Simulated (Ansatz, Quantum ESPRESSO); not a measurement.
# Ni(100), 7 layers: vacuum level and surface dipole, part 2 of 7

How much energy does it take to lift an electron out of Ni(100), 7 layers, and how far do the settings matter?

Quantum ESPRESSO 7.5; plane-wave DFT, PBE, GBRV ultrasoft pseudopotentials; cross-check by Ansatz 0.2.0 with PAW datasets.

So far. Step 2 (Relaxing the ions): The relaxation lowers the energy by 4 meV an atom. On the free atoms the largest force ends at 0.011 eV/Å.

## 3. Self-consistent run

One self-consistent run gives the Fermi level and the density from which pp.x builds the potential.

File scf.in:

```
&control
  prefix = 'scf'
  outdir = './out'
  pseudo_dir = './pseudo'
  calculation = 'scf'
  tprnfor = .true.
/
&system
  ibrav = 0
  nat = 7
  ntyp = 1
  ecutwfc = 40
  ecutrho = 200
  occupations = 'smearing'
  smearing = 'mv'
  degauss = 0.02
  nspin = 2
  starting_magnetization(1) = 0.12
/
&electrons
  conv_thr = 1e-07
  mixing_beta = 0.4
  electron_maxstep = 120
  mixing_mode = 'local-TF'
/
ATOMIC_SPECIES
  Ni  58.6934  ni_pbe_v1.4.uspp.F.UPF
CELL_PARAMETERS angstrom
  2.48901586977665 0.00000000000000 0.00000000000000
  0.00000000000000 2.48901586977665 0.00000000000000
  0.00000000000000 0.00000000000000 26.56000000000000
ATOMIC_POSITIONS crystal
  Ni  0.000000000000 0.000000000000 0.303397160800
  Ni  0.500000000000 0.500000000000 0.367017797000
  Ni  0.000000000000 0.000000000000 0.433734939800
  Ni  0.500000000000 0.500000000000 0.500000000000
  Ni  0.000000000000 0.000000000000 0.566265060200
  Ni  0.500000000000 0.500000000000 0.632982203000
  Ni  0.000000000000 0.000000000000 0.696602839200
K_POINTS automatic
  12 12 1 0 0 0
```

The run is started by

```console
$ OMP_NUM_THREADS=1 mpirun -n 4 pw.x -nk 4 -in scf.in > scf.out
```

The program printed:

```text
[banner, memory and clock lines left out]
Program PWSCF v.7.5 starts
[citation notice left out]

[...]
Message from routine setup:
[...]
bravais-lattice index     =            0
     lattice parameter (alat)  =       4.7036  a.u.
     unit-cell volume          =    1110.4014 (a.u.)^3
     number of atoms/cell      =            7
     number of atomic types    =            1
     number of electrons       =       126.00
     number of Kohn-Sham states=           76
     kinetic-energy cutoff     =      40.0000  Ry
     charge density cutoff     =     200.0000  Ry
     scf convergence threshold =      1.0E-07
     mixing beta               =       0.4000
     number of iterations used =            8  local-TF  mixing
     Exchange-correlation=  SLA  PW   PBX  PBC
                           (   1   4   3   4   0   0   0)

[...]
PseudoPot. # 1 for Ni read from file:
     ./pseudo/ni_pbe_v1.4.uspp.F.UPF
     Pseudo is Ultrasoft + core correction, Zval = 18.0
     Generated by new atomic code, or converted to UPF format
     Using radial grid of  865 points,  6 beta functions with:
                l(1) =   0
                l(2) =   0
                l(3) =   1
                l(4) =   1
                l(5) =   2
                l(6) =   2
     Q(r) pseudized with 10 coefficients,  rinner =    0.980   0.980   0.980
                                                       0.980   0.980

     atomic species   valence    mass     pseudopotential
     Ni               18.00    58.69340     Ni( 1.00)

     Starting magnetic structure
     atomic species   magnetization
     Ni              0.120

     16 Sym. Ops., with inversion, found

[...]
number of k points=    28  Marzari-Vanderbilt smearing, width (Ry)=  0.0200
[...]
Dense  grid:    53125 G-vectors     FFT dimensions: (  24,  24, 225)

     Smooth grid:    38079 G-vectors     FFT dimensions: (  20,  20, 216)

     Check: negative core charge=   -0.000017
     Generating pointlists ...
     new r_m :   0.4044 (alat units)  1.9019 (a.u.) for type    1

     Initial potential from superposition of free atoms

     starting charge     112.0000, renormalised to     126.0000

     negative rho (up, down):  1.487E-03 1.169E-03
     Starting wfcs are   91 randomized atomic wfcs

     per-process dynamical memory:   129.9 Mb

     Self-consistent Calculation

     iteration #  1     ecut=    40.00 Ry     beta= 0.40
     Davidson diagonalization with overlap
     ethr =  1.00E-02,  avg # of iterations = 10.1

     negative rho (up, down):  2.727E-01 2.943E-01

     total energy              =   -2326.53937350 Ry
     estimated scf accuracy    <    2292.24575764 Ry

     total magnetization       =     1.69 Bohr mag/cell
     absolute magnetization    =     1.74 Bohr mag/cell

     iteration #  2     ecut=    40.00 Ry     beta= 0.40
[...]
negative rho (up, down):  1.262E-01 1.370E-01

[...]
total energy              =   -2401.91681515 Ry
     estimated scf accuracy    <      28.11818185 Ry

     total magnetization       =     7.71 Bohr mag/cell
     absolute magnetization    =     8.23 Bohr mag/cell

     iteration #  3     ecut=    40.00 Ry     beta= 0.40
[...]
negative rho (up, down):  6.147E-02 6.699E-02

[...]
total energy              =   -2403.07668314 Ry
     estimated scf accuracy    <       4.80026101 Ry

     total magnetization       =     5.77 Bohr mag/cell
     absolute magnetization    =     6.58 Bohr mag/cell

     iteration #  4     ecut=    40.00 Ry     beta= 0.40
[...]
negative rho (up, down):  1.442E-02 1.619E-02

[...]
total energy              =   -2403.34269405 Ry
     estimated scf accuracy    <      29.79653425 Ry

     total magnetization       =     5.89 Bohr mag/cell
     absolute magnetization    =     6.71 Bohr mag/cell

     iteration #  5     ecut=    40.00 Ry     beta= 0.40
[...]
negative rho (up, down):  7.272E-03 8.260E-03

[...]
total energy              =   -2403.45203248 Ry
     estimated scf accuracy    <       5.73138982 Ry

     total magnetization       =     5.09 Bohr mag/cell
     absolute magnetization    =     5.91 Bohr mag/cell

     iteration #  6     ecut=    40.00 Ry     beta= 0.40
[...]
negative rho (up, down):  1.923E-03 1.927E-03

[...]
total energy              =   -2403.22964729 Ry
     estimated scf accuracy    <       4.42995545 Ry

     total magnetization       =     5.08 Bohr mag/cell
     absolute magnetization    =     5.88 Bohr mag/cell

[...]
iteration # 24     ecut=    40.00 Ry     beta= 0.40
[...]
negative rho (up, down):  3.070E-04 3.825E-04

[...]
total energy              =   -2402.81585016 Ry
     estimated scf accuracy    <       0.00000333 Ry

     total magnetization       =     4.95 Bohr mag/cell
     absolute magnetization    =     5.69 Bohr mag/cell

     iteration # 25     ecut=    40.00 Ry     beta= 0.40
[...]
negative rho (up, down):  2.998E-04 3.765E-04

[...]
total energy              =   -2402.81585237 Ry
     estimated scf accuracy    <       0.00000145 Ry

     total magnetization       =     4.95 Bohr mag/cell
     absolute magnetization    =     5.69 Bohr mag/cell

     iteration # 26     ecut=    40.00 Ry     beta= 0.40
[...]
negative rho (up, down):  3.050E-04 3.800E-04

[...]
total energy              =   -2402.81585262 Ry
     estimated scf accuracy    <       0.00000024 Ry

     total magnetization       =     4.95 Bohr mag/cell
     absolute magnetization    =     5.69 Bohr mag/cell

     iteration # 27     ecut=    40.00 Ry     beta= 0.40
[...]
negative rho (up, down):  3.204E-04 3.953E-04

     Magnetic moment per site  (integrated on atomic sphere of radius R)
     atom   1 (R=0.404)  charge= 16.5186  magn=  0.8113
     atom   2 (R=0.404)  charge= 16.5988  magn=  0.7407
     atom   3 (R=0.404)  charge= 16.5851  magn=  0.7266
     atom   4 (R=0.404)  charge= 16.5873  magn=  0.7154
     atom   5 (R=0.404)  charge= 16.5851  magn=  0.7266
     atom   6 (R=0.404)  charge= 16.5988  magn=  0.7407
     atom   7 (R=0.404)  charge= 16.5186  magn=  0.8113

[...]
End of self-consistent calculation

 ------ SPIN UP ------------

          k = 0.0000 0.0000 0.0000 (  4777 PWs)   bands (ev):

   -98.1569 -98.1568 -98.0916 -98.0729 -98.0603 -97.7943 -97.7942 -58.5836
   -58.5759 -58.5085 -58.4726 -58.4726 -58.4721 -58.4721 -58.4455 -58.4191
   -58.4191 -58.3811 -58.3808 -58.3808 -58.3609 -58.3609 -58.1850 -58.1850
   -58.1849 -58.1849 -58.0437 -58.0435  -3.2100  -2.5676  -1.5213  -0.2368
     0.7469   1.0232   1.0594   1.4884   1.6593   1.9651   2.3789   2.7767
     3.0468   3.1700   3.2509   3.2509   3.4210   3.4210   3.7481   3.7481
     3.7937   3.9839   4.1156   4.1958   4.1958   4.2096   4.3091   4.3439
     4.3978   4.5398   4.6399   4.6399   4.7491   4.9063   4.9516   4.9516
     4.9985   5.0396   5.1203   5.1203   5.3186   6.7866   7.7213  10.1149
    10.5660  11.3446  12.6472  14.0026

          k = 0.0000 0.0833 0.0000 (  4787 PWs)   bands (ev):

   -98.1560 -98.1560 -98.0904 -98.0723 -98.0601 -97.7935 -97.7935 -58.5812
   -58.5749 -58.5115 -58.4829 -58.4773 -58.4715 -58.4711 -58.4497 -58.4201
   -58.4177 -58.3952 -58.3805 -58.3745 -58.3680 -58.3613 -58.1922 -58.1921
   -58.1845 -58.1845 -58.0430 -58.0429  -3.0304  -2.3942  -1.3595  -0.0932
     0.8684   1.1243   1.1684   1.5471   1.7123   2.0079   2.4052   2.7836
     3.0431   3.2120   3.2443   3.2803   3.3948   3.4277   3.5189   3.6895
     3.7176   4.0146   4.0679   4.0948   4.2175   4.3131   4.3194   4.3330
     4.3389   4.5253   4.5388   4.5556   4.7986   4.8014   4.8152   4.8272
     4.9611   4.9644   5.0540   5.1234   5.8065   7.1810   8.1720  10.2854
    10.7472  11.5126  12.8201  14.1465

[...]
the Fermi energy is     5.7074 ev

!    total energy              =   -2402.81585272 Ry
     estimated scf accuracy    <       0.00000003 Ry
     smearing contrib. (-TS)   =       0.00069778 Ry
     internal energy E=F+TS    =   -2402.81655050 Ry

     The total energy is F=E-TS. E is the sum of the following terms:
     one-electron contribution =  -23532.49473825 Ry
     hartree contribution      =   11791.49804460 Ry
     xc contribution           =    -248.81825203 Ry
     ewald contribution        =    9586.99839518 Ry

     total magnetization       =     4.95 Bohr mag/cell
     absolute magnetization    =     5.69 Bohr mag/cell

     convergence has been achieved in  27 iterations

     negative rho (up, down):  3.204E-04 3.953E-04

     Forces acting on atoms (cartesian axes, Ry/au):

     atom    1 type  1   force =     0.00000000    0.00000000   -0.00009668
     atom    2 type  1   force =     0.00000000    0.00000000    0.00053048
     atom    3 type  1   force =     0.00000000    0.00000000    0.00079576
     atom    4 type  1   force =     0.00000000    0.00000000    0.00000000
     atom    5 type  1   force =     0.00000000    0.00000000   -0.00079576
     atom    6 type  1   force =     0.00000000    0.00000000   -0.00053048
     atom    7 type  1   force =     0.00000000    0.00000000    0.00009668

     Total force =     0.001359     Total SCF correction =     0.001301
     SCF correction compared to forces is large: reduce conv_thr to get better values

[...]
```

Run time: 4.4 min. Hardware: 4 MPI ranks of Arm Neoverse V1, shared host; peak memory 0.79 GiB.

Numbers from this step:

- Fermi energy: 5.707 eV
- site moments: 0.8113, 0.7407, 0.7266, 0.7154, 0.7266, 0.7407, 0.8113 μB

The program's own clock; routines nest. Time by routine:

```csv
routine,wall time (s),calls
PWSCF,265.8,1
electrons,260.7,1
c_bands,225.5,27
cegterg,208.3,378
h_psi,106.5,2008
fftw,74.87,168430
vloc_psi,70.78,2008
sum_band,25.11,27
calbec,24.47,2442
add_vuspsi,16.86,2008
h_psi:calbec,16.82,2008
s_psi,16.62,2008
cdiaghg,11.67,1994
mix_rho,5.05,27
```

The run needed 27 iterations to bring the estimated error under 1e-07 Ry; the largest force on any atom, held or free, is 0.02 eV/Å. The cell keeps a moment of 5.0 μB.

## 4. Potential by pp.x

The vacuum level is read from the electrostatic potential (plot_num = 11), averaged over planes.

File pot.in:

```
&inputpp
  prefix = 'scf'
  outdir = './out'
  filplot = 'pot.dat'
  plot_num = 11
/
```

The run is started by

```console
$ OMP_NUM_THREADS=1 mpirun -n 4 pp.x -in pot.in > pot.out
```

The program printed:

```text
[banner, memory and clock lines left out]
Program POST-PROC v.7.5 starts

          URL

     ./out/scf.save/

     IMPORTANT: XC functional enforced from input :
     Exchange-correlation= PBE
                           (   1   4   3   4   0   0   0)
     Any further DFT definition will be discarded
     Please, verify this is what you really want

     Check: negative core charge=   -0.000017

     negative rho (up, down):  3.204E-04 3.953E-04

     Calling punch_plot, plot_num =  11
     Writing data to file  pot.dat
     Message from routine chdens:
     namelist plot not found or invalid, exiting
```

The job ended after 0.91 s (4 MPI ranks; peak memory 0.09 GiB; 3.3 s of CPU time).

This step gave:

| Quantity | Value |
| --- | --- |
| work function of the upper face | 4.902 eV |
| slope of the potential above | 3.80e-4 eV/Å |
| upper vacuum line continued to the top atoms, over the Fermi level | 4.900 eV |
| work function of the lower face | 4.902 eV |
| slope of the potential below | -2.64e-4 eV/Å |
| lower vacuum line continued to the bottom atoms, over the Fermi level | 4.900 eV |

The potential energy, planar mean oscillates, so the rows of the table below give means over windows of 1.77 Å about each position, cut where the curve ends. Its maxima inside the range that stand out by 2 % of the span (Å: eV): 8.9: -2.90, 10.6: -2.10, 12.4: -2.20, 14.2: -2.20, 15.9: -2.10, 17.7: -2.90. Its minima: 8.0: -21.3, 9.8: -21.3, 11.6: -21.3, 13.3: -21.2, 15.0: -21.3, 16.8: -21.3, 18.5: -21.3.

Electrostatic potential energy of an electron; zero at the Fermi level. The potential energy, planar mean by z; means over each step:

```csv
z (Å),"potential energy, planar mean (eV)"
0.89,4.90
2.66,4.90
4.43,4.89
6.20,4.18
7.97,-10.4
9.74,-11.1
11.51,-10.9
13.28,-11.0
15.05,-10.9
16.82,-11.1
18.59,-10.4
20.36,4.16
22.13,4.89
23.90,4.90
25.67,4.90
```

Electrostatic potential energy in the ca plane at fractional y = 0.000, with atoms of Ni within 0.2 Å of it. With pseudopotentials it is smooth inside the atoms' cores, unlike the true potential.

Values in eV, 5 rows by 16 columns, each cell a mean:
```
-66 -19   2 -30 -57   0  -2 -67 -17   2 -32 -54   1   5   5   5
-11  -3   0  -4  -9   0   0 -11  -2   0  -5  -9   3   5   5   5
 -2   0   0   0  -1   0   0  -2   0   0   0  -1   4   5   5   5
-29  -8   1 -12 -25   0   0 -29  -7   1 -13 -24   2   5   5   5
-85 -26   2 -41 -73   0  -2 -87 -24   2 -43 -70   1   5   5   5
```
Columns run along c (16.0 Å, from fractional 0.28 to 0.88 of the cell; values clipped at the 3rd and 97th percentile), rows up along a (2.5 Å). Atoms in or near the plane, at fractional coordinates: Ni at (0.30, 0.00), Ni at (0.43, 0.00), Ni at (0.57, 0.00), Ni at (0.70, 0.00).

The vacuum is flat to 0.4 meV/Å, so its level is well defined. Inside the slab the curve depends on the local part of the pseudopotentials; only the vacuum level has a meaning of its own.

## 5. Macroscopic average

average.x takes the planar mean and smooths it over a window of one repeat.

File avg.in:

```
1
pot.dat
1.0
604
3
3.3259179793
```

The run is started by

```console
$ OMP_NUM_THREADS=1 average.x < avg.in > avg.out
```

The program printed:

```text
[banner, memory and clock lines left out]
Program AVERAGE v.7.5 starts

          URL

     Reading header from file  pot.dat
     Reading data from file  pot.dat
     Output written to file avg.dat

[...]
```

It took 0.53 s on 1 MPI rank; peak memory 0.1 GiB.

Read from the output:

```
average.x's running mean inside the slab, on the run's own zero                  : -5.266 eV
mean potential by an exact Fourier window inside the slab, on the run's own zero : -5.266 eV
```

The potential energy (planar mean) oscillates, so the rows of the table below give means over windows of 1.71 Å about each position, cut where the curve ends. Its maxima inside the range that stand out by 2 % of the span (Å: eV): 8.9: -2.86, 10.6: -2.09, 12.4: -2.25, 14.2: -2.20, 16.0: -2.14, 17.7: -2.84. Its minima: 8.0: -21.4, 9.8: -21.5, 11.5: -21.3, 13.3: -21.5, 15.0: -21.5, 16.8: -21.5, 18.5: -21.3.

Electrostatic potential energy of an electron; zero at the Fermi level; window 1.7600 Å. Potential energy against z; means over each step:

```csv
z (Å),planar mean (eV),running mean (eV)
0.85,4.90,4.90
2.56,4.90,4.90
4.28,4.90,4.89
5.98,4.50,4.04
7.70,-9.51,-7.62
9.41,-11.5,-11.4
11.12,-11.0,-10.9
12.82,-11.0,-11.0
14.54,-10.9,-11.0
16.25,-10.8,-11.0
17.96,-11.5,-11.3
19.66,0.508,-1.05
21.38,4.85,4.79
23.09,4.90,4.90
24.79,4.90,4.90
26.50,4.90,4.90
```

Where the running mean is not flat inside, average.x's window, rounded to the grid, doesn't match the spacings there.

## 6. Valence density

The density shows how far the electrons spill into the vacuum.

File rho.in:

```
&inputpp
  prefix = 'scf'
  outdir = './out'
  filplot = 'rho.dat'
  plot_num = 0
/
```

The run is started by

```console
$ OMP_NUM_THREADS=1 mpirun -n 4 pp.x -in rho.in > rho.out
```

The program printed:

```text
[banner, memory and clock lines left out]
Program POST-PROC v.7.5 starts

          URL

     ./out/scf.save/

     IMPORTANT: XC functional enforced from input :
     Exchange-correlation= PBE
                           (   1   4   3   4   0   0   0)
     Any further DFT definition will be discarded
     Please, verify this is what you really want

     Check: negative core charge=   -0.000017

     negative rho (up, down):  3.204E-04 3.953E-04

     Calling punch_plot, plot_num =   0
     Writing data to file  rho.dat
     Message from routine chdens:
     namelist plot not found or invalid, exiting
```

The job ended after 0.89 s (4 MPI ranks; peak memory 0.1 GiB; 3.3 s of CPU time).

Numbers from this step:

- electrons by integration: 126.0 e

The valence density, planar mean oscillates, so the rows of the table below give means over windows of 1.77 Å about each position, cut where the curve ends. Its maxima inside the range that stand out by 2 % of the span (Å: e/Å³): 8.0: 3.83, 9.8: 3.82, 11.6: 3.82, 13.3: 3.80, 15.0: 3.82, 16.8: 3.82, 18.5: 3.83. Its minima: 8.9: 0.408, 10.6: 0.354, 12.4: 0.359, 14.2: 0.359, 15.9: 0.354, 17.7: 0.408.

Mean over planes. Valence density, planar mean against z; means over each step:

z (Å), valence density, planar mean (e/Å³) and a bar:
```
     4.43       0.00 
     6.20       0.03 
     7.97       1.60 #############################
     9.74       1.65 ##############################
    11.51       1.64 ##############################
    13.28       1.64 ##############################
    15.05       1.64 ##############################
    16.82       1.65 ##############################
    18.59       1.61 #############################
    20.36       0.03 
    22.13       0.00
```

Valence density in the ca plane at fractional y = 0.000, with atoms of Ni within 0.2 Å of it. It is the smooth field of the valence electrons, not physical close to the nuclei.

Ten steps, logarithmic in the rise over the least value, from '0' (0 e/Å³) to '9' (39 e/Å³), each cell a mean:
```
58842111137973111115896211113798310000000000
35531111124642111113553111112465200000000000
12211111111211111111221111111121100000000000
11111111111111111111111111111111000000000000
11111111111111111111111111111111100000000000
23321111113321111112332111111233100000000000
58841111137863111114885211112687310000000000
69952100148983101125997211013899400000000000
```
Columns run along c (16.0 Å, from fractional 0.28 to 0.88 of the cell), rows up along a (2.5 Å). Atoms in or near the plane, at fractional coordinates: Ni at (0.30, 0.00), Ni at (0.43, 0.00), Ni at (0.57, 0.00), Ni at (0.70, 0.00).

The density integrates to 126.000 electrons, as the 126 of the input ask.

[end of part 2 of 7]

[Logs are printed without paths, hosts, clocks, repeated set-up lines and the standing remarks that a program may print on its own settings, such as how far it seeks lower states.]

[Hosts, paths, dates, database ids (printed as entryN), source tags and the programs' standing remarks are cut or masked in the printed files.]

[Maps of the electrostatic potential energy from Ansatz leave out the sawtooth potential of an applied field or a dipole correction, so their vacuum need not be flat; planar profiles and work functions include it.]
